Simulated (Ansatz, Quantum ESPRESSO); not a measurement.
# ZrPbSe3 (Pm-3m): zone-centre phonons, part 2 of 3

Which modes does ZrPbSe3 (Pm-3m) have at the zone centre?

Quantum ESPRESSO 8.0 development, patched; DFT LDA, scalar-relativistic, plane waves, PseudoDojo norm-conserving pseudopotentials.

So far. Step 2 (A probe with smearing): A gap of 0.080 eV on this mesh is too small to trust, so smearing is kept; the start stands at -4.3 GPa. Step 4 (Ground state): The cell stands at -0.002 GPa, close enough for phonons. The relaxed cell has a = 5.117 Å (conventional setting).

The structure was built from a prototype and need not be the compound's stable phase.

### 5. Zone-centre response

At q = 0 one unit cell holds all displacements; symmetry groups them into irreducible representations that are solved one by one. With smeared occupations no response to a homogeneous field can be asked.

File ph.in:

```
phonons
&INPUTPH
  prefix       = 'x'
  outdir       = './tmp'
  fildyn       = 'g.dyn'
  tr2_ph       = 1.0d-18
  alpha_mix(1) = 0.4
  nmix_ph      = 8
/
0.000000000000 0.000000000000 0.000000000000
```

On the command line:

```console
> OMP_NUM_THREADS=1 mpirun -n 4 ph.x -nk 4 -in ph.in > ph.out
```

The log of the run:

```text
[banners, grids, parts of the stress and lines that vanish by symmetry left out]
[banner, memory and clock lines left out]
Program PHONON v.8.0dev

     Dynamical matrices for q-points given in input
     (   1q-points):
       N         xq(1)         xq(2)         xq(3)
       1   0.000000000   0.000000000   0.000000000

     ./tmp/x.save/

     IMPORTANT: XC functional enforced from input :
     Exchange-correlation= PW
                           (   1   4   0   0   0   0   0)
     Any further DFT definition will be discarded
     Please, verify this is what you really want

     G-vector sticks info

     Reading collected, re-writing distributed wavefunctions in ./tmp/

     Number and degeneracy of irreps per q-point
       N         xq(1)         xq(2)         xq(3)   N irreps
       1   0.000000000   0.000000000   0.000000000       5
        3   3   3   3   3

     Calculation of q =    0.0000000   0.0000000   0.0000000

     phonons

     bravais-lattice index     =            0
     lattice parameter (alat)  =       9.6706  a.u.
     unit-cell volume          =     904.4107 (a.u.)^3
     number of atoms/cell      =            5
     number of atomic types    =            3
     kinetic-energy cut-off    =      86.0000  Ry
     charge density cut-off    =     344.0000  Ry
     convergence threshold     =      1.0E-18
     beta                      =       0.4000
     number of iterations used =            8
     Exchange-correlation= PW
                           (   1   4   0   0   0   0   0)

     celldm(1)=    9.67064  celldm(2)=    0.00000  celldm(3)=    0.00000
     celldm(4)=    0.00000  celldm(5)=    0.00000  celldm(6)=    0.00000

     crystal axes: (cart. coord. in units of alat)
               a(1) = (  1.0000  0.0000  0.0000 )
               a(2) = (  0.0000  1.0000  0.0000 )
               a(3) = (  0.0000  0.0000  1.0000 )

     reciprocal axes: (cart. coord. in units 2 pi/alat)
               b(1) = (  1.0000  0.0000  0.0000 )
               b(2) = (  0.0000  1.0000  0.0000 )
               b(3) = (  0.0000  0.0000  1.0000 )

     Atoms inside the unit cell:

     Cartesian axes

     site n.  atom      mass           positions (alat units)
        1  Pb    207.2000   tau(    1) = (    0.00000    0.00000    0.00000  )
        2  Zr     91.2240   tau(    2) = (    0.50000    0.50000    0.50000  )
        3  Se     78.9710   tau(    3) = (    0.50000    0.50000    0.00000  )
        4  Se     78.9710   tau(    4) = (    0.50000    0.00000    0.50000  )
        5  Se     78.9710   tau(    5) = (    0.00000    0.50000    0.50000  )

     Computing dynamical matrix for
                    q = (   0.0000000   0.0000000   0.0000000 )

     49 Sym.Ops. (with q -> -q+G )

     G cutoff =  814.9091  (  97521 G-vectors)     FFT grid: ( 60, 60, 60)

     number of k points=    20  Gaussian smearing, width (Ry)=  0.0020
                       cart. coord. in units 2pi/alat
        k(    1) = (   0.0000000   0.0000000   0.0000000), wk =   0.0092593
        k(    2) = (   0.0000000   0.0000000   0.1666667), wk =   0.0555556
        k(    3) = (   0.0000000   0.0000000   0.3333333), wk =   0.0555556
        [... further k-points left out ...]

     PseudoPot. # 1 for Pb read from file:
     ./pseudo/Pb.upf
     Pseudo is Norm-conserving + core correction, Zval = 14.0
     Using radial grid of 1638 points,  6 beta functions with:
                l(1) =   0
                l(2) =   0
                l(3) =   1
                l(4) =   1
                l(5) =   2
                l(6) =   2

     PseudoPot. # 2 for Zr read from file:
     ./pseudo/Zr.upf
     Pseudo is Norm-conserving + core correction, Zval = 12.0
     Using radial grid of 1584 points,  6 beta functions with:
                l(1) =   0
                l(2) =   0
                l(3) =   1
                l(4) =   1
                l(5) =   2
                l(6) =   2

     PseudoPot. # 3 for Se read from file:
     ./pseudo/Se.upf
     Pseudo is Norm-conserving + core correction, Zval = 16.0
     Using radial grid of 1198 points,  6 beta functions with:
                l(1) =   0
                l(2) =   0
                l(3) =   1
                l(4) =   1
                l(5) =   2
                l(6) =   2

     Mode symmetry, O_h (m-3m)  point group:

     Atomic displacements:
     There are    5 irreducible representations

     Representation     1      3 modes -  To be done

     Representation     2      3 modes -  To be done

     Representation     3      3 modes -  To be done

     Representation     4      3 modes -  To be done

     Representation     5      3 modes -  To be done

     Alpha used in Ewald sum =   2.8000

     Representation #   1 modes #   1   2   3

     Self-consistent Calculation

     The passes end when |ddv_scf|^2 is under  2.6E-20 (on this mesh; tr2_ph alone asks  1.0E-18)
      iter #   1   av.it.:  10.1
      thresh= 1.000E-02 alpha_mix =  0.400 |ddv_scf|^2 =  1.258E-06
      iter #   2   av.it.:  16.9
      thresh= 1.122E-04 alpha_mix =  0.400 |ddv_scf|^2 =  6.524E-08
      iter #   3   av.it.:  17.1
      thresh= 2.554E-05 alpha_mix =  0.400 |ddv_scf|^2 =  2.000E-09
      iter #   4   av.it.:  17.6
      thresh= 4.472E-06 alpha_mix =  0.400 |ddv_scf|^2 =  2.324E-10
      iter #   5   av.it.:  17.1
      thresh= 1.524E-06 alpha_mix =  0.400 |ddv_scf|^2 =  2.863E-11
      iter #   6   av.it.:  17.2
      thresh= 5.350E-07 alpha_mix =  0.400 |ddv_scf|^2 =  7.848E-13
      iter #   7   av.it.:  17.1
      thresh= 8.859E-08 alpha_mix =  0.400 |ddv_scf|^2 =  2.722E-14
      iter #   8   av.it.:  17.8
      thresh= 1.650E-08 alpha_mix =  0.400 |ddv_scf|^2 =  4.310E-16
      iter #   9   av.it.:  17.3
      thresh= 2.076E-09 alpha_mix =  0.400 |ddv_scf|^2 =  5.372E-17
      iter #  10   av.it.:  17.6
      thresh= 7.330E-10 alpha_mix =  0.400 |ddv_scf|^2 =  4.077E-18
      iter #  11   av.it.:  17.6
      thresh= 2.019E-10 alpha_mix =  0.400 |ddv_scf|^2 =  2.727E-20
      iter #  12   av.it.:  17.4
      thresh= 1.651E-11 alpha_mix =  0.400 |ddv_scf|^2 =  2.284E-21

     End of self-consistent calculation

     Convergence has been achieved

     Representation #   2 modes #   4   5   6

     Self-consistent Calculation

     The passes end when |ddv_scf|^2 is under  2.6E-20 (on this mesh; tr2_ph alone asks  1.0E-18)
      iter #   1   av.it.:   7.6
      thresh= 1.000E-02 alpha_mix =  0.400 |ddv_scf|^2 =  5.172E-07
      iter #   2   av.it.:  15.9
      thresh= 7.191E-05 alpha_mix =  0.400 |ddv_scf|^2 =  2.843E-08
[...]
End of self-consistent calculation

     Convergence has been achieved

     Representation #   3 modes #   7   8   9

     Self-consistent Calculation

     The passes end when |ddv_scf|^2 is under  2.6E-20 (on this mesh; tr2_ph alone asks  1.0E-18)
[...]
End of self-consistent calculation

     Convergence has been achieved

     Representation #   4 modes #  10  11  12

     Self-consistent Calculation

     The passes end when |ddv_scf|^2 is under  2.6E-20 (on this mesh; tr2_ph alone asks  1.0E-18)
[...]
End of self-consistent calculation

     Convergence has been achieved

     Representation #   5 modes #  13  14  15

     Self-consistent Calculation

     The passes end when |ddv_scf|^2 is under  2.6E-20 (on this mesh; tr2_ph alone asks  1.0E-18)
[...]
iter #   4   av.it.:  17.3
      thresh= 2.482E-06 alpha_mix =  0.400 |ddv_scf|^2 =  3.619E-12
      iter #   5   av.it.:  17.0
      thresh= 1.902E-07 alpha_mix =  0.400 |ddv_scf|^2 =  3.303E-13
      iter #   6   av.it.:  17.3
      thresh= 5.747E-08 alpha_mix =  0.400 |ddv_scf|^2 =  1.352E-14
      iter #   7   av.it.:  17.8
      thresh= 1.163E-08 alpha_mix =  0.400 |ddv_scf|^2 =  7.713E-17
      iter #   8   av.it.:  16.9
      thresh= 8.782E-10 alpha_mix =  0.400 |ddv_scf|^2 =  9.707E-18
      iter #   9   av.it.:  17.7
      thresh= 3.116E-10 alpha_mix =  0.400 |ddv_scf|^2 =  8.418E-20
      iter #  10   av.it.:  17.8
      thresh= 2.901E-11 alpha_mix =  0.400 |ddv_scf|^2 =  2.510E-22

     End of self-consistent calculation

     Convergence has been achieved

     Number of q in the star =    1
     List of q in the star:
          1   0.000000000   0.000000000   0.000000000

     Diagonalizing the dynamical matrix

     q = (    0.000000000   0.000000000   0.000000000 )

 **************************************************************************
     freq (    1) =      -2.878986 [THz] =     -96.032633 [cm-1]
     freq (    2) =      -2.878986 [THz] =     -96.032633 [cm-1]
     freq (    3) =      -2.878986 [THz] =     -96.032633 [cm-1]
     freq (    4) =      -2.648064 [THz] =     -88.329892 [cm-1]
     freq (    5) =      -2.648064 [THz] =     -88.329892 [cm-1]
     freq (    6) =      -2.648064 [THz] =     -88.329892 [cm-1]
     freq (    7) =      -1.836260 [THz] =     -61.251044 [cm-1]
     freq (    8) =      -1.836260 [THz] =     -61.251044 [cm-1]
     freq (    9) =      -1.836260 [THz] =     -61.251044 [cm-1]
     freq (   10) =       0.038088 [THz] =       1.270473 [cm-1]
     freq (   11) =       0.038088 [THz] =       1.270473 [cm-1]
     freq (   12) =       0.038088 [THz] =       1.270473 [cm-1]
     freq (   13) =       7.579536 [THz] =     252.826108 [cm-1]
     freq (   14) =       7.579536 [THz] =     252.826108 [cm-1]
     freq (   15) =       7.579536 [THz] =     252.826108 [cm-1]
 **************************************************************************

     Mode symmetry, O_h (m-3m)  point group:

     freq (   1-   3) =        -96.0  [cm-1]   --> T_1u G_15  G_4- I
     freq (   4-   6) =        -88.3  [cm-1]   --> T_2u G_25  G_5-
     freq (   7-   9) =        -61.3  [cm-1]   --> T_1u G_15  G_4- I
     freq (  10-  12) =          1.3  [cm-1]   --> T_1u G_15  G_4- I
     freq (  13-  15) =        252.8  [cm-1]   --> T_1u G_15  G_4- I
```

Elapsed: 53 min, on 4 MPI ranks of Arm Neoverse V1, shared host; 3.5 h of CPU time.

Read from the output:

* largest acoustic frequency at the zone centre before the sum rule: 1.27 cm⁻¹
* highest optical zone-centre mode (no LO-TO term): 252.8 cm⁻¹
* lowest optical zone-centre mode: -96.03 cm⁻¹

The acoustic modes at Γ come out as far as 1.3 cm⁻¹ from zero, where they should vanish, a small numerical error. The lowest optical mode is imaginary, 96i cm⁻¹, an instability at this level and on this k mesh.

### 6. Modes with the sum rule

A rigid shift of the crystal must cost nothing, but grids and finite bases break this; the acoustic sum rule is imposed before the matrix is diagonalised again.

File dynmat.in:

```
&INPUT
  fildyn = 'g.dyn'
  asr    = 'simple'
  fileig = 'dynmat.eig'
/
```

On the command line:

```console
> dynmat.x -in dynmat.in > dynmat.out
```

The log of the run:

```text
[banner, memory and clock lines left out]
Program DYNMAT v.8.0dev

     Reading Dynamical Matrix from file g.dyn
     ...Force constants read
     ...epsilon and Z* not read (not found on file)
     A direction for q was not specified:TO-LO splitting will be absent

     Polarizability (A^3 units)
     multiply by 1.000000 for Clausius-Mossotti correction (not under assume_isolated = 'mt')
         0.000000    0.000000    0.000000
         0.000000    0.000000    0.000000
         0.000000    0.000000    0.000000

     IR activities are in (D/A)^2/amu units

# mode   [cm-1]    [THz]      IR
    1    -96.05   -2.8794    0.0000
    2    -96.05   -2.8794    0.0000
    3    -96.05   -2.8794    0.0000
    4    -88.36   -2.6488    0.0000
    5    -88.36   -2.6488    0.0000
    6    -88.36   -2.6488    0.0000
    7    -61.25   -1.8362    0.0000
    8    -61.25   -1.8362    0.0000
    9    -61.25   -1.8362    0.0000
   10     -0.00   -0.0000    0.0000
   11     -0.00   -0.0000    0.0000
   12      0.00    0.0000    0.0000
   13    252.82    7.5794    0.0000
   14    252.82    7.5794    0.0000
   15    252.82    7.5794    0.0000

[end of the log left out, with the tail of the file of modes that dynmat.x writes under the same name]
```

The job ended after 0.45 s (1 thread).

This step gave:

* lowest optical zone-centre mode: -96.05 cm⁻¹

Unit eigenvectors of the mass-weighted matrix after the sum rule; no LO-TO term. Modes at Γ, with each element's share of the kinetic energy (negative means imaginary):

```tsv
mode	frequency (cm⁻¹)	Pb %	Zr %	Se %
1	-96.0	26	10	64
2	-96.0	26	10	64
3	-96.0	26	10	64
4	-88.4	0	0	100
5	-88.4	0	0	100
6	-88.4	0	0	100
7	-61.2	36	50	14
8	-61.2	36	50	14
9	-61.2	36	50	14
10	0.0	39	17	44
11	0.0	39	17	44
12	0.0	39	17	44
13	252.8	0	22	78
14	252.8	0	22	78
15	252.8	0	22	78
```

Displacements in mode 1 (-96.0 cm⁻¹), the largest set to 1:
```
Pb1  0.00 -0.02 -0.55
Zr2  0.00 -0.02 -0.53
Se3  0.00  0.03  0.06
Se4  0.00  0.00  1.00
Se5  0.00  0.03  1.00
```

Displacements in mode 9 (-61.2 cm⁻¹), the largest set to 1:
```
Pb1  0.06  0.02 -0.56
Zr2 -0.10 -0.04  1.00
Se3  0.01  0.00  0.54
Se4  0.01 -0.02 -0.12
Se5 -0.06  0.00 -0.12
```

The rule moves no optical mode by more than 0.1 cm⁻¹.

### 7. Sum rules set otherwise: a sum rule for molecules or wires on a crystal

This rule also removes rotations, which suits wires and not a crystal; it is tried to see the harm.

File dynmat.in:

```
&INPUT
  fildyn = 'g.dyn'
  asr    = 'one-dim'
  fileig = 'dynmat.eig'
/
```

On the command line:

```console
> dynmat.x -in dynmat.in > dynmat.out
```

The log of the run:

```text
[banner, memory and clock lines left out]
Program DYNMAT v.8.0dev

     Reading Dynamical Matrix from file g.dyn
     ...Force constants read
     ...epsilon and Z* not read (not found on file)
asr rotation axis in 1D system=    3
     Acoustic Sum Rule: || Z*(ASR) - Z*(orig)|| =    0.000000E+00
     Acoustic Sum Rule: ||dyn(ASR) - dyn(orig)||=    1.065383E-01
     A direction for q was not specified:TO-LO splitting will be absent

     Polarizability (A^3 units)
     multiply by 1.000000 for Clausius-Mossotti correction (not under assume_isolated = 'mt')
         0.000000    0.000000    0.000000
         0.000000    0.000000    0.000000
         0.000000    0.000000    0.000000

     IR activities are in (D/A)^2/amu units

# mode   [cm-1]    [THz]      IR
    1    -98.88   -2.9643    0.0000
    2    -96.04   -2.8792    0.0000
    3    -96.04   -2.8792    0.0000
    4    -88.33   -2.6481    0.0000
    5    -88.33   -2.6481    0.0000
    6    -76.67   -2.2985    0.0000
    7    -61.25   -1.8362    0.0000
    8    -61.25   -1.8362    0.0000
    9     -0.00   -0.0000    0.0000
   10     -0.00   -0.0000    0.0000
   11      0.00    0.0000    0.0000
   12      0.00    0.0000    0.0000
   13    247.44    7.4179    0.0000
   14    252.83    7.5795    0.0000
   15    252.83    7.5795    0.0000

      -2.298469 [THz] =     -76.668664 [cm-1]
[end of the log left out, with the tail of the file of modes that dynmat.x writes under the same name]
```

Wall time 0.45 s (1 thread).

The program raised no error, yet the settings are not those of a careful run.

The fault: a sum rule for molecules or wires on a crystal; 1 optical mode is projected out to zero frequency, as if it were a rotation.

For a crystal the rule has to be 'simple' or 'crystal'.

Zone-centre frequencies as printed; negative means imaginary. Modes:

```tsv
mode	frequency (cm⁻¹)
1	-98.88
2	-96.04
3	-96.04
4	-88.33
5	-88.33
6	-76.67
7	-61.25
8	-61.25
9	0
10	0
11	0
12	0
13	247.4
14	252.8
15	252.8
```

### 8. Sum rules set otherwise (asr crystal)

The rule can be imposed in more than one way; the choices should agree where the raw error is small.

File dynmat.in:

```
&INPUT
  fildyn = 'g.dyn'
  asr    = 'crystal'
  fileig = 'dynmat.eig'
/
```

On the command line:

```console
> dynmat.x -in dynmat.in > dynmat.out
```

The log of the run:

```text
[banner, memory and clock lines left out]
Program DYNMAT v.8.0dev

     Reading Dynamical Matrix from file g.dyn
     ...Force constants read
     ...epsilon and Z* not read (not found on file)
     Acoustic Sum Rule: || Z*(ASR) - Z*(orig)|| =    0.000000E+00
     Acoustic Sum Rule: ||dyn(ASR) - dyn(orig)||=    4.100607E-05
     A direction for q was not specified:TO-LO splitting will be absent

     Polarizability (A^3 units)
     multiply by 1.000000 for Clausius-Mossotti correction (not under assume_isolated = 'mt')
         0.000000    0.000000    0.000000
         0.000000    0.000000    0.000000
         0.000000    0.000000    0.000000

     IR activities are in (D/A)^2/amu units

# mode   [cm-1]    [THz]      IR
    1    -96.04   -2.8792    0.0000
    2    -96.04   -2.8792    0.0000
    3    -96.04   -2.8792    0.0000
    4    -88.33   -2.6481    0.0000
    5    -88.33   -2.6481    0.0000
    6    -88.33   -2.6481    0.0000
    7    -61.25   -1.8362    0.0000
    8    -61.25   -1.8362    0.0000
    9    -61.25   -1.8362    0.0000
   10     -0.00   -0.0000    0.0000
   11      0.00    0.0000    0.0000
   12      0.00    0.0000    0.0000
   13    252.83    7.5795    0.0000
   14    252.83    7.5795    0.0000
   15    252.83    7.5795    0.0000

[end of the log left out, with the tail of the file of modes that dynmat.x writes under the same name]
```

It took 0.45 s on 1 thread.

Numbers from this step:

```
lowest optical zone-centre mode : -96.04 cm⁻¹
```

Zone-centre frequencies as printed; negative means imaginary. Modes:

```tsv
mode	frequency (cm⁻¹)
1	-96.04
2	-96.04
3	-96.04
4	-88.33
5	-88.33
6	-88.33
7	-61.25
8	-61.25
9	-61.25
10	0
11	0
12	0
13	252.8
14	252.8
15	252.8
```

Against the first rule no mode moves by more than 0.1 cm⁻¹.

[end of part 2 of 3]

[Host names and launcher messages were left out of these logs when they were recorded.]

[Logs are printed without paths, hosts, clocks, repeated set-up lines and the standing remarks that a program may print on its own settings, such as how far it seeks lower states.]

[Hosts, paths, dates, database ids (printed as entryN), source tags and the programs' standing remarks are cut or masked in the printed files.]
